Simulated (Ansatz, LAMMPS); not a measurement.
# Which site? C in place of Si in amorphous Si (101 atoms), part 3 of 3

At which site of amorphous Si (101 atoms) does C in place of Si cost least, and what about the site decides it?

Ansatz 0.2.0; Kohn-Sham DFT, PBE, PAW (set soft_1), plane waves.

The cell: 101 Si. The quench rate of 20 K/ps far exceeds what a furnace or splat quench reaches. The starting topology of bonds comes from the classical model. Only the Γ point is sampled, in a cell whose shortest periodic width is 13 Å.

So far. Step 3 (Relaxation): The relaxation converged after 29 steps, 6.27 eV below its start, with a largest force component of 0.026 eV/Å. Step 5 (C on a site of Si, site Si4): The relaxation converged after 23 steps, 3.73 eV below its start, with a largest force component of 0.038 eV/Å.

**6. C on a site of Si, site Si2**

The site has 6 bonded neighbours (Si6) at 2.55 Å on average. 

input.yaml reads:

```yaml
crystal:
  lattice:
    - [12.6245, 0.0, 0.0]
    - [0.0, 12.6245, 0.0]
    - [0.0, 0.0, 12.6245]
  atoms:
    - { symbol: Si, position: [0.07713, 0.94546, 0.16477] }
    - { symbol: C, position: [0.44961, 0.99135, 0.0776] }
    - { symbol: Si, position: [0.68662, 0.34549, 0.93561] }
    - { symbol: Si, position: [0.12702, 0.92132, 0.72331] }
    - { symbol: Si, position: [0.25759, 0.83005, 0.95031] }
    [... atom lines 6 to 101 left out ...]
kpoints:
  mp_grid: { grid: [1, 1, 1] }
hamiltonian:
  xc: pbe
  pseudopotentials: { kind: paw, azcp: { folder: soft_1 } }
scf:
  occupations: { method: fermi_dirac, width: 0.025 }
output:
  forces: true
  eigenvalues: true
relax:
  f_tol: 0.05
  max_steps: 90
```

Launch:

```sh
$ ansatz run input.yaml --threads 4 --pin off --max-ram 8192MiB --backend cpu --events-out ev --progress --plain --runs-dir out
```

Numbers of over 12 decimals in the logs are rounded to 6 here.

What it wrote:

```text
[...]
Crystal: 101 atoms, lattice volume = 2012.068 Å³
Basis set: ecut = 420 eV, 39223 PW (Γ), exchange–correlation on 180×180×180 points (8 copies of the dense FFT grid, shifted against one another)
Bands: 303, of which v1, the nominal top of the filled ones, is band 202 counted from 1 (201 counted from 0)
Symmetry: 1 space group operations
[...]
k-points: 1
[...]
SCF iter   1: F=—  HF=-63815.820507 eV  |F-HF|=—  |Δ(HF+E_count)|=         —  Δρ=4.30e-2  dr2=5.12e1  ethr=3.10e-3  ⟨swp⟩=6.0  Hψ=1433  notcnv=0  defer=70
[...]
SCF iter   8: F=—  HF=-63805.652470 eV  |F-HF|=—  |Δ(HF+E_count)|=   1.78e-4  Δρ=1.50e-5  dr2=1.39e-5  ethr=2.71e-8  ⟨swp⟩=2.0  Hψ=416  notcnv=0  defer=86
SCF iter   9: F=-63805.652495 eV  HF=-63805.652493 eV  |F-HF|=1.22e-6  |Δ(HF+E_count)|=   2.31e-5  Δρ=4.38e-6  dr2=1.18e-6  ethr=3.43e-9  ⟨swp⟩=17.0  Hψ=2110  notcnv=0
SCF 1 converged in 9 iterations: F = -63805.652495 eV  dr2 = 1.18e-6
[...]
relax step   1: F+E_penalty+E_count = -63805.65249463 eV  Δ(F+E_penalty+E_count) = +0.000e0 eV  max|allowed force component| = 1.619e0 eV/Å  Δτ_max = 0.0000 Å  (9 SCF iters, dr2 threshold 6.25e-5 eV, accepted)
[...]
relax step   2: F+E_penalty+E_count = -63806.68221896 eV  Δ(F+E_penalty+E_count) = -1.030e0 eV  max|allowed force component| = 1.348e0 eV/Å  Δτ_max = 0.1992 Å  (6 SCF iters, dr2 threshold 1.00e-4 eV, accepted)
[...]
relax step   3: F+E_penalty+E_count = -63807.37409071 eV  Δ(F+E_penalty+E_count) = -6.919e-1 eV  max|allowed force component| = 7.057e-1 eV/Å  Δτ_max = 0.1950 Å  (6 SCF iters, dr2 threshold 1.00e-4 eV, accepted)
relax step   4: F+E_penalty+E_count = -63807.46677363 eV  Δ(F+E_penalty+E_count) = -9.268e-2 eV  max|allowed force component| = 1.994e0 eV/Å  Δτ_max = 0.1958 Å  (6 SCF iters, dr2 threshold 1.00e-4 eV, accepted)
relax step   5: F+E_penalty+E_count = -63807.64632893 eV  Δ(F+E_penalty+E_count) = -1.796e-1 eV  max|allowed force component| = 2.836e-1 eV/Å  Δτ_max = 0.0905 Å  (6 SCF iters, dr2 threshold 1.00e-4 eV, accepted)
relax step   6: F+E_penalty+E_count = -63807.67898343 eV  Δ(F+E_penalty+E_count) = -3.265e-2 eV  max|allowed force component| = 3.008e-1 eV/Å  Δτ_max = 0.2000 Å  (6 SCF iters, dr2 threshold 5.03e-6 eV, accepted)
relax step   7: F+E_penalty+E_count = -63807.73598603 eV  Δ(F+E_penalty+E_count) = -5.700e-2 eV  max|allowed force component| = 1.007e-1 eV/Å  Δτ_max = 0.0495 Å  (6 SCF iters, dr2 threshold 5.65e-6 eV, accepted)
relax step   8: F+E_penalty+E_count = -63807.75276277 eV  Δ(F+E_penalty+E_count) = -1.678e-2 eV  max|allowed force component| = 7.911e-2 eV/Å  Δτ_max = 0.0390 Å  (6 SCF iters, accepted)
relax step   9: F+E_penalty+E_count = -63807.78173283 eV  Δ(F+E_penalty+E_count) = -2.897e-2 eV  max|allowed force component| = 2.959e-1 eV/Å  Δτ_max = 0.1537 Å  (7 SCF iters, accepted)
relax step  10: F+E_penalty+E_count = -63807.80563932 eV  Δ(F+E_penalty+E_count) = -2.391e-2 eV  max|allowed force component| = 2.878e-1 eV/Å  Δτ_max = 0.0887 Å  (6 SCF iters, dr2 threshold 5.40e-5 eV, accepted)
relax step  11: F+E_penalty+E_count = -63807.83236125 eV  Δ(F+E_penalty+E_count) = -2.672e-2 eV  max|allowed force component| = 3.534e-1 eV/Å  Δτ_max = 0.1705 Å  (6 SCF iters, dr2 threshold 7.83e-5 eV, accepted)
relax step  12: F+E_penalty+E_count = -63807.85563545 eV  Δ(F+E_penalty+E_count) = -2.327e-2 eV  max|allowed force component| = 2.300e-1 eV/Å  Δτ_max = 0.0675 Å  (6 SCF iters, dr2 threshold 1.00e-4 eV, accepted)
relax step  13: F+E_penalty+E_count = -63807.87399020 eV  Δ(F+E_penalty+E_count) = -1.835e-2 eV  max|allowed force component| = 1.677e-1 eV/Å  Δτ_max = 0.0483 Å  (6 SCF iters, dr2 threshold 2.24e-5 eV, accepted)
relax step  14: F+E_penalty+E_count = -63807.90713289 eV  Δ(F+E_penalty+E_count) = -3.314e-2 eV  max|allowed force component| = 1.972e-1 eV/Å  Δτ_max = 0.1399 Å  (6 SCF iters, dr2 threshold 1.19e-5 eV, accepted)
relax step  15: F+E_penalty+E_count = -63807.97596563 eV  Δ(F+E_penalty+E_count) = -6.883e-2 eV  max|allowed force component| = 4.369e-1 eV/Å  Δτ_max = 0.1927 Å  (6 SCF iters, dr2 threshold 2.07e-5 eV, accepted)
relax step  16: F+E_penalty+E_count = -63808.08188848 eV  Δ(F+E_penalty+E_count) = -1.059e-1 eV  max|allowed force component| = 1.062e0 eV/Å  Δτ_max = 0.1944 Å  (6 SCF iters, dr2 threshold 1.00e-4 eV, accepted)
relax step  17: F+E_penalty+E_count = -63808.31748807 eV  Δ(F+E_penalty+E_count) = -2.356e-1 eV  max|allowed force component| = 4.744e-1 eV/Å  Δτ_max = 0.1463 Å  (6 SCF iters, dr2 threshold 1.00e-4 eV, accepted)
relax step  18: F+E_penalty+E_count = -63808.52073598 eV  Δ(F+E_penalty+E_count) = -2.032e-1 eV  max|allowed force component| = 3.984e-1 eV/Å  Δτ_max = 0.1926 Å  (6 SCF iters, dr2 threshold 4.50e-5 eV, accepted)
relax step  19: F+E_penalty+E_count = -63808.61077897 eV  Δ(F+E_penalty+E_count) = -9.004e-2 eV  max|allowed force component| = 4.998e-1 eV/Å  Δτ_max = 0.0851 Å  (6 SCF iters, dr2 threshold 3.17e-5 eV, accepted)
relax step  20: F+E_penalty+E_count = -63808.67281380 eV  Δ(F+E_penalty+E_count) = -6.203e-2 eV  max|allowed force component| = 1.377e-1 eV/Å  Δτ_max = 0.0973 Å  (6 SCF iters, dr2 threshold 1.00e-4 eV, accepted)
relax step  21: F+E_penalty+E_count = -63808.70261524 eV  Δ(F+E_penalty+E_count) = -2.980e-2 eV  max|allowed force component| = 1.639e-1 eV/Å  Δτ_max = 0.0520 Å  (6 SCF iters, accepted)
relax step  22: F+E_penalty+E_count = -63808.72220557 eV  Δ(F+E_penalty+E_count) = -1.959e-2 eV  max|allowed force component| = 1.084e-1 eV/Å  Δτ_max = 0.0582 Å  (6 SCF iters, accepted)
relax step  23: F+E_penalty+E_count = -63808.73534059 eV  Δ(F+E_penalty+E_count) = -1.314e-2 eV  max|allowed force component| = 9.839e-2 eV/Å  Δτ_max = 0.0571 Å  (6 SCF iters, dr2 threshold 5.15e-6 eV, accepted)
relax step  24: F+E_penalty+E_count = -63808.74392765 eV  Δ(F+E_penalty+E_count) = -8.587e-3 eV  max|allowed force component| = 7.402e-2 eV/Å  Δτ_max = 0.0534 Å  (6 SCF iters, dr2 threshold 4.24e-6 eV, accepted)
relax step  25: F+E_penalty+E_count = -63808.74958773 eV  Δ(F+E_penalty+E_count) = -5.660e-3 eV  max|allowed force component| = 6.360e-2 eV/Å  Δτ_max = 0.0778 Å  (6 SCF iters, dr2 threshold 3.10e-6 eV, accepted)
[...]
relax step  26: F+E_penalty+E_count = -63808.75200767 eV  Δ(F+E_penalty+E_count) = -2.420e-3 eV  max|allowed force component| = 3.540e-2 eV/Å  Δτ_max = 0.0164 Å  (6 SCF iters, accepted)
SCF converged after 6 iterations
Free energy (F): -63808.752008 eV
[...]
Internal energy: -63808.751772 eV  (E = F + TS)
E sigma→0 (E₀):  -63808.751890 eV
Entropy (-TS):   -0.000236 eV (-0.002 meV/atom)
Fermi energy:    6.321356 eV
[...]
Σ components = -63808.752008   (vs F -63808.752008, Δ=0.00e0)
--- Forces (eV/Å), atoms counted from 1 ---
  atom   1  Si    -0.00260913     0.00696728    -0.00193829
  atom   2  C     -0.00352547     0.03540088     0.01902864
  atom   3  Si     0.00730296    -0.00638706     0.00125309
  atom   4  Si     0.00201927    -0.00345750    -0.00025344
[...]
atom 101  Si     0.00398548    -0.00241652     0.00283973
  max |Σ_I F_I| component: 9.14e-6 eV/Å
--- Band table (eV) ---
[...]
--- Relaxed structure (26 steps of the walk, 26 accepted, 0 SCFs on fresh bases) ---
  F+E_penalty+E_count = -63808.75200767 eV   max|allowed force component| = 3.540e-2 eV/Å
  atoms:
    - { symbol: Si, position: [0.072550, 0.936462, 0.127827] }
    - { symbol: C, position: [0.459601, 0.995323, 0.120035] }
    - { symbol: Si, position: [0.680817, 0.332415, 0.939384] }
    - { symbol: Si, position: [0.128076, 0.929168, 0.710141] }
[...]
- { symbol: Si, position: [0.958221, 0.703910, 0.395672] }
```

The job ended after 5.9 min (4 threads of Arm Neoverse V2, shared host; peak memory 2.1 GiB; 22 min of CPU time).

The relaxation converged after 26 steps, 3.10 eV below its start, with a largest force component of 0.035 eV/Å.

**7. C on a site of Si, site Si33**

The site has 4 bonded neighbours (Si4) at 2.38 Å on average. 

Input and log are left out; they have the form of those shown for this kind of step.

Elapsed: 76 s, on 4 threads of Arm Neoverse V2, shared host; peak memory 2.1 GiB; 4.9 min of CPU time.

The relaxation converged after 5 steps, 2.19 eV below its start, with a largest force component of 0.047 eV/Å.

**8. C on a site of Si, site Si62**

The site has 4 bonded neighbours (Si4) at 2.37 Å on average. 

Input and log are left out; they have the form of those shown for this kind of step.

Run time: 1.7 min. Hardware: 4 threads of Arm Neoverse V2, shared host; peak memory 2.1 GiB; 6.7 min of CPU time.

The relaxation converged after 7 steps, 2.45 eV below its start, with a largest force component of 0.036 eV/Å.

**9. C on a site of Si, site Si30**

The site has 4 bonded neighbours (Si4) at 2.40 Å on average. 

Input and log are left out; they have the form of those shown for this kind of step.

It took 75 s on 4 threads of Arm Neoverse V2, shared host; peak memory 2.1 GiB; 4.8 min of CPU time.

The relaxation converged after 5 steps, 1.90 eV below its start, with a largest force component of 0.044 eV/Å.

Local excerpt of 14 atoms (numbers count through the whole input) about the C atom, after relaxation; x, y, z are measured from there.

```csv
atom,x,y,z,distance (Å),bonds
C30,0.00,0.00,0.00,0.00,4
Si18,-0.07,1.93,0.46,1.98,4
Si22,-0.33,-0.67,1.88,2.02,4
Si6,1.76,-0.37,-0.98,2.05,4
Si32,-1.48,-1.09,-0.97,2.08,4
Si42,-2.61,-1.16,2.12,3.56,4
Si25,3.40,-0.89,0.61,3.57,4
Si12,1.62,2.43,2.18,3.65,4
Si8,1.44,-1.67,-2.96,3.69,4
Si79,-2.16,2.60,1.50,3.70,4
Si39,0.40,-2.86,2.37,3.74,4
Si16,-2.49,-2.79,0.40,3.76,4
Si26,-0.84,-2.16,-3.01,3.80,4
Si34,0.62,3.56,-1.25,3.82,4
```

The column of bonds counts only the pairs Si-Si within 2.88 Å, Si-C within 2.28 Å; other neighbours, such as metal atoms beside each other in a compound, aren't counted, and periodic images can show an atom twice.

The largest move is 0.40 Å, by Si6.

**10. C on a site of Si, site Si31**

The site has 4 bonded neighbours (Si4) at 2.34 Å on average. 

input.yaml, the sections that differ from step 6:

```yaml
crystal:
  lattice:
    - [12.6245, 0.0, 0.0]
    - [0.0, 12.6245, 0.0]
    - [0.0, 0.0, 12.6245]
  atoms:
    [... atom lines 1 to 27 left out ...]
    - { symbol: Si, position: [0.04358, 0.79336, 0.54118] }
    - { symbol: Si, position: [0.48606, 0.80328, 0.08308] }
    - { symbol: Si, position: [0.67151, 0.60922, 0.55467] }
    - { symbol: C, position: [0.63717, 0.105, 0.26055] }
    - { symbol: Si, position: [0.5348, 0.50446, 0.46664] }
    - { symbol: Si, position: [0.90389, 0.31862, 0.11743] }
    - { symbol: Si, position: [0.72363, 0.90002, 0.46026] }
    [... atom lines 35 to 101 left out ...]
# kpoints, hamiltonian, scf, output, relax: as in step 6
```

What it wrote:

```text
[...]
Crystal: 101 atoms, lattice volume = 2012.068 Å³
Basis set: ecut = 420 eV, 39223 PW (Γ), exchange–correlation on 180×180×180 points (8 copies of the dense FFT grid, shifted against one another)
Bands: 303, of which v1, the nominal top of the filled ones, is band 202 counted from 1 (201 counted from 0)
Symmetry: 1 space group operations
[...]
k-points: 1
[...]
SCF iter   1: F=—  HF=-63815.837851 eV  |F-HF|=—  |Δ(HF+E_count)|=         —  Δρ=4.19e-2  dr2=4.44e1  ethr=3.10e-3  ⟨swp⟩=6.0  Hψ=1433  notcnv=0  defer=72
[...]
SCF iter   8: F=—  HF=-63806.384245 eV  |F-HF|=—  |Δ(HF+E_count)|=   1.34e-4  Δρ=1.26e-5  dr2=9.00e-6  ethr=1.55e-8  ⟨swp⟩=18.0  Hψ=2226  notcnv=0
SCF iter   9: F=-63806.384263 eV  HF=-63806.384262 eV  |F-HF|=6.23e-7  |Δ(HF+E_count)|=   1.71e-5  Δρ=3.66e-6  dr2=8.32e-7  ethr=2.23e-9  ⟨swp⟩=5.0  Hψ=1080  notcnv=0
SCF 1 converged in 9 iterations: F = -63806.384263 eV  dr2 = 8.32e-7
[...]
relax step   1: F+E_penalty+E_count = -63806.38426311 eV  Δ(F+E_penalty+E_count) = +0.000e0 eV  max|allowed force component| = 2.494e0 eV/Å  Δτ_max = 0.0000 Å  (9 SCF iters, dr2 threshold 6.25e-5 eV, accepted)
[...]
relax step   2: F+E_penalty+E_count = -63807.88673729 eV  Δ(F+E_penalty+E_count) = -1.502e0 eV  max|allowed force component| = 1.769e0 eV/Å  Δτ_max = 0.1949 Å  (6 SCF iters, dr2 threshold 1.00e-4 eV, accepted)
[...]
relax step   3: F+E_penalty+E_count = -63808.64899404 eV  Δ(F+E_penalty+E_count) = -7.623e-1 eV  max|allowed force component| = 3.432e-1 eV/Å  Δτ_max = 0.1949 Å  (6 SCF iters, dr2 threshold 1.00e-4 eV, accepted)
relax step   4: F+E_penalty+E_count = -63808.82099206 eV  Δ(F+E_penalty+E_count) = -1.720e-1 eV  max|allowed force component| = 1.718e-1 eV/Å  Δτ_max = 0.1409 Å  (6 SCF iters, dr2 threshold 7.36e-6 eV, accepted)
relax step   5: F+E_penalty+E_count = -63808.87430798 eV  Δ(F+E_penalty+E_count) = -5.332e-2 eV  max|allowed force component| = 1.416e-1 eV/Å  Δτ_max = 0.0733 Å  (7 SCF iters, accepted)
relax step   6: F+E_penalty+E_count = -63808.94995993 eV  Δ(F+E_penalty+E_count) = -7.565e-2 eV  max|allowed force component| = 2.579e-1 eV/Å  Δτ_max = 0.1707 Å  (7 SCF iters, dr2 threshold 5.03e-6 eV, accepted)
relax step   7: F+E_penalty+E_count = -63809.01008095 eV  Δ(F+E_penalty+E_count) = -6.012e-2 eV  max|allowed force component| = 4.024e-1 eV/Å  Δτ_max = 0.1751 Å  (6 SCF iters, dr2 threshold 4.52e-5 eV, accepted)
relax step   8: F+E_penalty+E_count = -63809.13143530 eV  Δ(F+E_penalty+E_count) = -1.214e-1 eV  max|allowed force component| = 2.923e-1 eV/Å  Δτ_max = 0.1082 Å  (6 SCF iters, dr2 threshold 1.00e-4 eV, accepted)
relax step   9: F+E_penalty+E_count = -63809.27517212 eV  Δ(F+E_penalty+E_count) = -1.437e-1 eV  max|allowed force component| = 2.430e-1 eV/Å  Δτ_max = 0.1933 Å  (6 SCF iters, dr2 threshold 4.51e-5 eV, accepted)
relax step  10: F+E_penalty+E_count = -63809.35435297 eV  Δ(F+E_penalty+E_count) = -7.918e-2 eV  max|allowed force component| = 2.273e-1 eV/Å  Δτ_max = 0.0489 Å  (6 SCF iters, dr2 threshold 3.11e-5 eV, accepted)
relax step  11: F+E_penalty+E_count = -63809.43272706 eV  Δ(F+E_penalty+E_count) = -7.837e-2 eV  max|allowed force component| = 1.601e-1 eV/Å  Δτ_max = 0.1906 Å  (6 SCF iters, dr2 threshold 3.57e-5 eV, accepted)
relax step  12: F+E_penalty+E_count = -63809.45131464 eV  Δ(F+E_penalty+E_count) = -1.859e-2 eV  max|allowed force component| = 1.760e-1 eV/Å  Δτ_max = 0.0985 Å  (6 SCF iters, dr2 threshold 1.27e-5 eV, accepted)
relax step  13: F+E_penalty+E_count = -63809.47758859 eV  Δ(F+E_penalty+E_count) = -2.627e-2 eV  max|allowed force component| = 1.233e-1 eV/Å  Δτ_max = 0.0360 Å  (5 SCF iters, dr2 threshold 1.54e-5 eV, accepted)
relax step  14: F+E_penalty+E_count = -63809.48365736 eV  Δ(F+E_penalty+E_count) = -6.069e-3 eV  max|allowed force component| = 4.681e-2 eV/Å  Δτ_max = 0.0351 Å  (5 SCF iters, dr2 threshold 7.46e-6 eV, accepted)
[...]
relax step  15: F+E_penalty+E_count = -63809.48366032 eV  Δ(F+E_penalty+E_count) = -2.964e-6 eV  max|allowed force component| = 4.670e-2 eV/Å  Δτ_max = 0.0000 Å  (4 SCF iters, accepted)
SCF converged after 4 iterations
Free energy (F): -63809.483660 eV
[...]
Internal energy: -63809.482620 eV  (E = F + TS)
E sigma→0 (E₀):  -63809.483140 eV
Entropy (-TS):   -0.001041 eV (-0.010 meV/atom)
Fermi energy:    6.434113 eV
[...]
Σ components = -63809.483660   (vs F -63809.483660, Δ=0.00e0)
--- Forces (eV/Å), atoms counted from 1 ---
  atom   1  Si     0.00112061     0.00164295    -0.01278035
  atom   2  Si    -0.00501244    -0.01333292     0.00126085
  atom   3  Si    -0.01026904     0.00518171    -0.00939976
  atom   4  Si    -0.01156474    -0.00719246    -0.00699109
[...]
atom 101  Si     0.00073640    -0.00349332    -0.00506319
  max |Σ_I F_I| component: 1.15e-5 eV/Å
--- Band table (eV) ---
[...]
--- Relaxed structure (15 steps of the walk, 15 accepted, 0 SCFs on fresh bases) ---
  F+E_penalty+E_count = -63809.48366032 eV   max|allowed force component| = 4.670e-2 eV/Å
  atoms:
    - { symbol: Si, position: [0.070774, 0.937826, 0.130893] }
    - { symbol: Si, position: [0.456717, 1.004937, 0.098630] }
    - { symbol: Si, position: [0.680930, 0.337701, 0.943312] }
    - { symbol: Si, position: [0.127832, 0.924149, 0.715123] }
[...]
- { symbol: Si, position: [0.956460, 0.703864, 0.396970] }
```

It took 3.5 min on 4 threads; peak memory 2.1 GiB; 13 min of CPU time.

The relaxation converged after 15 steps, 3.10 eV below its start, with a largest force component of 0.047 eV/Å.

The surroundings of the C atom, after relaxation, nearest first, numbered as they follow in the input and with coordinates relative to it.

```csv
atom,x,y,z,distance (Å),bonds
C31,0.00,0.00,0.00,0.00,4
Si70,1.76,0.30,0.71,1.92,4
Si99,-0.32,-0.06,-1.90,1.93,4
Si81,-0.94,1.50,0.86,1.97,4
Si61,-0.62,-1.74,0.76,2.00,4
Si92,-0.60,0.52,3.16,3.26,4
Si60,1.52,-0.48,2.91,3.32,4
Si56,-2.20,1.33,-2.26,3.43,5
Si63,-2.19,-1.08,2.41,3.43,4
Si2,-2.27,-1.39,-2.25,3.48,5
Si67,3.29,-1.25,0.01,3.52,4
Si43,-3.15,1.71,-0.10,3.59,4
Si34,1.05,-2.68,2.27,3.67,4
```

The column of bonds counts only the pairs Si-Si within 2.77 Å, Si-C within 2.28 Å; other neighbours, such as metal atoms beside each other in a compound, aren't counted, and periodic images can show an atom twice.

The largest move is 0.74 Å, by Si99.

**11. The sites compared**

All these cells hold the same atoms, so their energies can be compared with no chemical potential.

```csv
site,neighbours,mean distance (Å),atoms within 6 Å,energy over the best site (eV),before relaxation (eV),gain on relaxing (eV)
Si4,Si4,2.38,44,0.00,0.14,3.73
Si31,Si4,2.34,45,0.49,0.00,3.10
Si2,Si6,2.55,47,1.22,0.73,3.10
Si62,Si4,2.37,47,1.48,0.34,2.45
Si33,Si4,2.38,45,1.77,0.37,2.19
Si30,Si4,2.40,43,2.40,0.71,1.90
```

Neighbours are those of the relaxed host within 2.88 Å (Si-Si); other pairs aren't counted.

**12. What came out**

The cheapest site is Si4 (4 neighbours, Si4); the dearest, Si30 (4 neighbours, Si4), costs 2.4 eV more. By coordination the energies over the best site are 0.00 to 2.40 eV with 4 neighbours and 1.22 eV with 6 neighbours. Relaxation changes the order: the best site before relaxing was Si31.

Caveats: Defects are neutral and interact with their images. In a disordered cell the relaxation can also rearrange atoms far from the site. Only 6 of the 101 Si sites were tried; unless symmetry makes the others alike to these, a cheaper one may exist.

The DFT runs together took 23 min of wall time.

[Logs are printed without paths, hosts, clocks, repeated set-up lines and the standing remarks that a program may print on its own settings, such as how far it seeks lower states.]

[Hosts, paths, dates, database ids (printed as entryN), source tags and the programs' standing remarks are cut or masked in the printed files.]
